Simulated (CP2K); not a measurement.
The C K edge of vinylene carbonate was computed by TDDFT (CP2K XAS_TDP, aug-cc-pVDZ, TDA) at these levels: PBE, PBEh(45%) and PBEh(45%) + GW2X. The first three lines of C2 (bonded to 3 O) with a strength over 0.0015, energy in eV and strength:

| run | first | second | third |
| --- | --- | --- | --- |
| 1 | 285.29 (0.082) | 289.19 (0.005) | 290.85 (0.002) |
| 2 | 291.95 (0.080) | 295.86 (0.004) | 297.51 (0.002) |
| 3 | 273.93 (0.051) | 275.09 (0.003) | 276.26 (0.002) |

Question: Which run is which?

Run 1: PBEh(45%) (45 % exact exchange). Run 2: PBEh(45%) + GW2X (45 % exact exchange). Run 3: PBE (0 % exact exchange). Self-interaction lifts the core level, so the uncorrected lines rise with the share of exact exchange. The GW2X run keeps the spacings of its parent: 3.91 eV between the first two lines in run 2, 3.90 eV in run 1. Its shift is +6.66 eV, since the Kohn–Sham level at this share of exchange lies that far above the quasiparticle level.

[Hosts, paths, dates, database ids (printed as entryN), source tags and the programs' standing remarks are cut or masked in the printed files.]
